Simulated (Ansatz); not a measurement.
# ZnNi (Pm-3m): relaxing the cell for a phonon run

Wanted: the relaxed cell of ZnNi (Pm-3m).

Main program and level: Ansatz 0.2.0; DFT LDA, scalar-relativistic, plane waves, PAW.

The database entry behind the starting cell is an old determination (1936), so it need not match the best structure at ambient conditions.

## Step 1: The starting structure

Symmetry: Pm-3m, No. 221, cubic system. Conventional cell: a = 2.908 Å, b = 2.908 Å, c = 2.908 Å, α = 90.00°, β = 90.00°, γ = 90.00°. Nearest to Zn lie 8 Ni at 2.52 Å. Nearest to Ni lie 8 Zn at 2.52 Å. Farther neighbours are not listed.

Structure file:

```cif
data_structure
_symmetry_space_group_name_H-M 'P 1'
_symmetry_Int_Tables_number 1
_cell_length_a 2.9083
_cell_length_b 2.9083
_cell_length_c 2.9083
_cell_angle_alpha 90.000
_cell_angle_beta 90.000
_cell_angle_gamma 90.000
_cell_volume 24.60
loop_
_atom_site_label
_atom_site_type_symbol
_atom_site_fract_x
_atom_site_fract_y
_atom_site_fract_z
_atom_site_occupancy
Zn1 Zn 0.50000 0.50000 0.50000 1
Ni2 Ni 0.00000 0.00000 0.00000 1
```

## Step 2: A coarse first look

First a cheap look: the gap decides the mesh and the occupations, the pressure tells how far the cell has to move.

input.yaml

```yaml
crystal:
  lattice:
    - [2.9083, 0.0, 0.0]
    - [0.0, 2.9083, 0.0]
    - [0.0, 0.0, 2.9083]
  atoms:
    - { symbol: Zn, position: [0.5, 0.5, 0.5] }
    - { symbol: Ni, position: [0.0, 0.0, 0.0] }
kpoints:
  mp_grid: { grid: [6, 6, 6] }
hamiltonian:
  xc: lda
scf:
  occupations: { method: gaussian, width: 0.1 }
output:
  forces: true
  stress: true
  eigenvalues: true
```

Command:

```console
ansatz run input.yaml --threads 4 --pin off --max-ram 7168MiB --backend cpu --events-out ev --progress --plain --runs-dir out
```

Numbers of over 12 decimals in the logs are rounded to 6 here.

The log of the run:

```text
Engine: ansatz 0.2.0, aarch64-unknown-linux-gnu
Pseudopotentials: kind: paw
Pseudopotential: Zn, paw, valence charge 12, recommended cutoff 420 eV (normal), Zn.paw.azcp
Pseudopotential: Ni, paw, valence charge 18, recommended cutoff 420 eV (normal), Ni.paw.azcp
Functional definition: SPW92
  exchange = slater_x
  correlation = pw_c
Crystal: 2 atoms, lattice volume = 24.599 Å³
Basis set: ecut = 420 eV, 461 PW (Γ)
[...]
--- Band table (eV; the first three rows and the last of 20) ---
  k-point 0: bands = [... 11 lower, 12.1518, 13.3710, 13.3710, 13.3710, 21.2928, 21.2928, 21.2928, 26.8190]
  k-point 1: bands = [... 11 lower, 12.1557, 13.1559, 13.1559, 13.3521, 18.2482, 22.1187, 22.1187, 27.0364]
  k-point 2: bands = [... 11 lower, 12.0748, 12.7846, 12.7846, 13.3139, 14.9172, 24.2974, 24.2974, 27.7064]
  k-point 19: bands = [... 11 lower, 11.1534, 13.6888, 13.6888, 18.6396, 19.5946, 19.5946, 19.5946, 20.1117]
[key lines of the parts left out:]
SCF converged after 6 iterations
Free energy (F): -9020.057865 eV
Fermi energy:    14.165582 eV
P = ⅓ Tr σ = -15.6498 GPa (-156.498 kbar)
```

Wall time 0.59 s (4 threads of Arm Neoverse N1, shared host); peak memory 0.28 GiB; 1.4 s of CPU time.

This step gave:

- pressure: -15.65 GPa
- volume per atom: 12.30 Å³
- gap on the k-mesh: 0 eV

The coarse mesh shows no gap and a pressure of -15.6 GPa.

## Step 3: Coarse relaxation

The start is far from rest, so a relaxation with loose tolerances brings it close first.

input.yaml, the sections that differ from step 2:

```yaml
kpoints:
  mp_grid: { grid: [8, 8, 8] }
relax:
  adjacent_minimum: "off"
  f_tol: 0.05
  max_steps: 80
  cell: { stress_tol: 0.5 }
# crystal, hamiltonian, scf, output: as in step 2
```

The log of the run:

```text
[...]
Crystal: 2 atoms, lattice volume = 24.599 Å³
Basis set: ecut = 420 eV, 461 PW (Γ)
Bands: 19, of which v1, the nominal top of the filled ones, is band 15 counted from 1 (14 counted from 0)
Symmetry: 48 space group operations
[...]
k-points: 35 of 512
[...]
--- Relaxed structure (4 steps of the walk, 4 accepted, 1 SCFs on fresh bases) ---
  F+E_penalty+E_count = -9020.20398387 eV   max|allowed force component| = 1.433e-29 eV/Å   (the final SCF, on the basis selected at the relaxed cell)
  cell:  # Å, volume = 22.1236 Å³
    - [2.807275, 0, 0]
    - [0, 2.807275, 0]
    - [0, 0, 2.807275]
  atoms:
    - { symbol: Zn, position: [0.500000, 0.500000, 0.500000] }
    - { symbol: Ni, position: [0, 0, 0] }
[key lines of the parts left out:]
SCF converged after 6 iterations
Free energy (F): -9020.203984 eV
Fermi energy:    16.314157 eV
P = ⅓ Tr σ = -0.1625 GPa (-1.625 kbar)
```

It took 3.7 s on 4 threads; peak memory 0.31 GiB; 11 s of CPU time.

Relaxation path:

```csv
step,energy less that of the first step (eV),largest force component (eV/Å),pressure (GPa),volume (Å³)
1,0.0000,0.0000,-15.78,24.60
2,-0.1159,0.0000,-7.10,23.03
3,-0.1366,0.0000,1.94,21.89
4,-0.1378,0.0000,-0.15,22.12
5*,-0.1364,0.0000,-0.16,22.12
```

Relaxation steps marked * repeat the geometry before them on a plane-wave basis chosen anew for their cell, so energy and pressure can jump there.

The run keeps the 48 symmetry operations that it works with, so distortions that break them were not tested.

| conventional cell, symmetrised | before | after | change |
| --- | --- | --- | --- |
| a (Å) | 2.908 | 2.807 | -3.5 % |
| b (Å) | 2.908 | 2.807 | -3.5 % |
| c (Å) | 2.908 | 2.807 | -3.5 % |
| volume (Å³/atom) | 12.30 | 11.06 | -10.1 % |

The relaxed structure:

```xyz
2
Lattice="2.8073 0.0000 0.0000 0.0000 2.8073 0.0000 0.0000 0.0000 2.8073" Properties=species:S:1:pos:R:3 pbc="T T T"
Zn    1.4036    1.4036    1.4036
Ni    0.0000    0.0000    0.0000
```

This step gave:

- pressure: -0.1625 GPa
- volume per atom: 11.06 Å³

In this step the volume went from 12.30 to 11.06 Å³/atom.

## Step 4: Relaxation

The cell and atoms are relaxed, since residual forces and stress would shift the frequencies.

input.yaml, the sections that differ from step 3:

```yaml
crystal:
  lattice:
    - [2.8072750911, 0.0, 0.0]
    - [0.0, 2.8072750911, 0.0]
    - [0.0, 0.0, 2.8072750911]
  atoms:
    - { symbol: Zn, position: [0.5, 0.5, 0.5] }
    - { symbol: Ni, position: [0.0, 0.0, 0.0] }
kpoints:
  mp_grid: { grid: [14, 14, 14] }
relax:
  adjacent_minimum: "off"
  f_tol: 0.005
  max_steps: 80
  cell: { stress_tol: 0.05 }
# hamiltonian, scf, output: as in step 3
```

The log of the run:

```text
[...]
Crystal: 2 atoms, lattice volume = 22.124 Å³
Basis set: ecut = 420 eV, 461 PW (Γ)
Bands: 19, of which v1, the nominal top of the filled ones, is band 15 counted from 1 (14 counted from 0)
[... 1 set-up line as in the run before ...]
[...]
k-points: 120 of 2744
[...]
SCF iter   1: F=—  HF=-9020.212436 eV  |F-HF|=—  |Δ(HF+E_count)|=         —  Δρ=2.50e-2  dr2=7.56e-2  ethr=1.77e-3  ⟨swp⟩=5.2  Hψ=10153  notcnv=0
[...]
SCF iter   6: F=-9020.202089 eV  HF=-9020.202090 eV  |F-HF|=4.54e-8  |Δ(HF+E_count)|=   1.22e-6  Δρ=1.95e-5  dr2=3.25e-8  ethr=3.33e-10  ⟨swp⟩=4.9  Hψ=11940  notcnv=0
SCF 1 converged in 6 iterations: F = -9020.202089 eV  dr2 = 3.25e-8
[...]
relax step   1: F+E_penalty+E_count = -9020.20208947 eV  Δ(F+E_penalty+E_count) = +0.000e0 eV  max|allowed force component| = 8.612e-30 eV/Å  Δτ_max = 0.0000 Å  P = -0.131 GPa  Ω = 22.124 Å³  (6 SCF iters, dr2 threshold 1.00e-7 eV, accepted)
Crystal: 2 atoms, lattice volume = 22.116 Å³
[...]
SCF iter   6: F=-9020.202100 eV  HF=-9020.202100 eV  |F-HF|=1.82e-12  |Δ(HF+E_count)|=  9.09e-12  Δρ=1.89e-8  dr2=5.28e-14  ethr=1.00e-12  ⟨swp⟩=1.9  Hψ=5803  notcnv=0
SCF 2 converged in 6 iterations: F = -9020.202100 eV  dr2 = 5.28e-14
relax step   2: F+E_penalty+E_count = -9020.20210011 eV  Δ(F+E_penalty+E_count) = -1.064e-5 eV  max|allowed force component| = 2.399e-30 eV/Å  Δτ_max = 0.0000 Å  P = -0.064 GPa  Ω = 22.116 Å³  energy of the carried Pulay correction = +5.811e-6 eV  (6 SCF iters, dr2 threshold 4.30e-8 eV, accepted)
Crystal: 2 atoms, lattice volume = 22.108 Å³
Basis set: ecut = 420 eV, 437 PW (Γ)
[...]
SCF iter   6: F=-9020.202107 eV  HF=-9020.202107 eV  |F-HF|=0.00e0  |Δ(HF+E_count)|=  3.64e-12  Δρ=3.67e-8  dr2=1.50e-13  ethr=1.00e-12  ⟨swp⟩=2.2  Hψ=6895  notcnv=0
SCF 3 converged in 6 iterations: F = -9020.202107 eV  dr2 = 1.50e-13
relax step   3: F+E_penalty+E_count = -9020.20210705 eV  Δ(F+E_penalty+E_count) = -6.940e-6 eV  max|allowed force component| = 2.603e-29 eV/Å  Δτ_max = 0.0000 Å  P = +0.000 GPa  Ω = 22.108 Å³  energy of the carried Pulay correction = +1.129e-5 eV  (6 SCF iters, dr2 threshold 1.01e-8 eV, accepted)
[...]
SCF iter   1: F=—  HF=-9020.202095 eV  |F-HF|=—  |Δ(HF+E_count)|=         —  Δρ=2.20e-6  dr2=3.91e-10  ethr=1.39e-7  ⟨swp⟩=3.1  Hψ=16755  notcnv=0
eigensolver tolerance schedule: the retry pair's looser diagonalisation over-reported the residual by 106622.03 of it (diagonalisation noise at an unbounded share of the residual, at the tolerance the schedule requests for it); recorded, not acted on — ethr = c·dr2/N_el stays at c = 1.0e-1
SCF iter   2: F=—  HF=-9020.202099 eV  |F-HF|=—  |Δ(HF+E_count)|=   3.17e-6  Δρ=5.48e-7  dr2=1.82e-11  ethr=1.30e-12  ⟨swp⟩=3.8  Hψ=6258  notcnv=0
[...]
SCF iter   8: F=-9020.202099 eV  HF=-9020.202099 eV  |F-HF|=1.82e-12  |Δ(HF+E_count)|=  1.82e-12  Δρ=4.76e-10  dr2=2.45e-17  ethr=1.00e-12  ⟨swp⟩=3.0  Hψ=8066  notcnv=0
SCF 4 converged in 8 iterations: F = -9020.202099 eV  dr2 = 2.45e-17
relax step   4: F+E_penalty+E_count = -9020.20209865 eV  Δ(F+E_penalty+E_count) = +8.399e-6 eV  max|allowed force component| = 2.183e-29 eV/Å  Δτ_max = 0.0000 Å  P = +0.000 GPa  Ω = 22.108 Å³  stress off target by 6.86e-5 GPa  SCF on the basis re-selected at this cell (its energy is not comparable with the rows above)  (8 SCF iters)
[...]
SCF converged after 8 iterations
Free energy (F): -9020.202099 eV
[...]
Internal energy: -9020.195941 eV  (E = F + TS)
E sigma→0 (E₀):  -9020.199020 eV
Entropy (-TS):   -0.006157 eV (-3.079 meV/atom)
Fermi energy:    16.419754 eV
[...]
--- Stress (GPa, compression-positive) ---
        0.000069      -0.000000       0.000000
       -0.000000       0.000069       0.000000
        0.000000       0.000000       0.000069
  P = ⅓ Tr σ = 0.0001 GPa (0.001 kbar)
--- Band table (eV; the first three rows and the last of 120) ---
  k-point 0: bands = [... 11 lower, 13.9916, 15.3879, 15.3879, 15.3879, 23.8838, 23.8838, 23.8838, 29.7387]
  k-point 1: bands = [... 11 lower, 13.9990, 15.3335, 15.3335, 15.3824, 23.0415, 24.0597, 24.0597, 29.7761]
  k-point 2: bands = [... 11 lower, 14.0070, 15.1880, 15.1880, 15.3670, 21.3266, 24.5698, 24.5698, 29.8900]
  k-point 119: bands = [... 11 lower, 12.7812, 15.7463, 15.7463, 21.6112, 22.0801, 22.0801, 22.0801, 22.7158]
--- Relaxed structure (3 steps of the walk, 3 accepted, 1 SCFs on fresh bases) ---
[...]
cell:  # Å, volume = 22.1083 Å³
    - [2.806629, 0, 0.0]
    - [0, 2.806629, 0.0]
    - [0.0, 0.0, 2.806629]
  atoms:
    - { symbol: Zn, position: [0.500000, 0.500000, 0.500000] }
    - { symbol: Ni, position: [0, 0, 0] }
```

Elapsed: 7.3 s, on 4 threads; peak memory 0.37 GiB.

Little changed from the start: no atom moved by 0.005 Å and no cell edge by 0.1 %.

This step gave:

- pressure: 6.86e-5 GPa
- volume per atom: 11.05 Å³

In this step the volume went from 11.06 to 11.05 Å³/atom.

## Step 5: Tight relaxation

Phonons need a cell at rest on their own settings, so the relaxation is repeated with tight tolerances on forces and stress on the k mesh and occupations of the first response run.

input.yaml

```yaml
crystal:
  lattice:
    - [2.8066294868, 0.0, 0.0]
    - [0.0, 2.8066294868, 0.0]
    - [0.0, 0.0, 2.8066294868]
  atoms:
    - { symbol: Zn, position: [0.5, 0.5, 0.5] }
    - { symbol: Ni, position: [0.0, 0.0, 0.0] }
kpoints:
  mp_grid: { grid: [16, 16, 16] }
hamiltonian:
  xc: lda
scf:
  occupations: { method: methfessel_paxton, width: 0.15 }
output:
  forces: true
  stress: true
  eigenvalues: true
relax:
  adjacent_minimum: "off"
  f_tol: 0.001
  max_steps: 60
  cell: { stress_tol: 0.01 }
```

The log of the run:

```text
[...]
Crystal: 2 atoms, lattice volume = 22.108 Å³
Basis set: ecut = 420 eV, 437 PW (Γ)
Bands: 19, of which v1, the nominal top of the filled ones, is band 15 counted from 1 (14 counted from 0)
[... 1 set-up line as in the run before ...]
[...]
k-points: 165 of 4096
[...]
k-point 164: bands = [... 11 lower, 12.7848, 15.7502, 15.7502, 21.6206, 22.0875, 22.0875, 22.0875, 22.7230]
--- Relaxed structure (3 steps of the walk, 3 accepted, 1 SCFs on fresh bases) ---
[...]
cell:  # Å, volume = 22.1014 Å³
    - [2.806337, 0, 0]
    - [0, 2.806337, 0.0]
    - [0, 0.0, 2.806337]
  atoms:
    - { symbol: Zn, position: [0.5, 0.5, 0.5] }
    - { symbol: Ni, position: [0, 0, 0] }
[key lines of the parts left out:]
SCF converged after 6 iterations
Free energy (F): -9020.199356 eV
Fermi energy:    16.408197 eV
P = ⅓ Tr σ = 0.0005 GPa (0.005 kbar)
```

The job ended after 10 s (4 threads; peak memory 0.39 GiB).

Little changed from the start: no atom moved by 0.005 Å and no cell edge by 0.1 %.

This step gave:

| Property | Result |
| --- | --- |
| pressure | 4.68e-4 GPa |

The forces vanish by symmetry and the pressure is 0.000 GPa, within the tolerances set. The cell now holds 11.05 Å³/atom.

## Step 6: What came out

```
space group after relaxation (within 0.01 Å) : Pm-3m
lattice constant a                           : 2.806 Å
lattice constant b                           : 2.806 Å
lattice constant c                           : 2.806 Å
volume per atom                              : 11.1 Å³
```

In words: The forces vanish by symmetry and the pressure is 0.000 GPa, within the tolerances set. The cell now holds 11.05 Å³/atom. The relaxation keeps the symmetry of its start, so it says nothing on stability against lower symmetry. The runs are without spin polarisation, although Ni often carries a moment.

[Logs are printed without paths, hosts, clocks, repeated set-up lines and the standing remarks that a program may print on its own settings, such as how far it seeks lower states.]

[Hosts, paths, dates, database ids (printed as entryN), source tags and the programs' standing remarks are cut or masked in the printed files.]
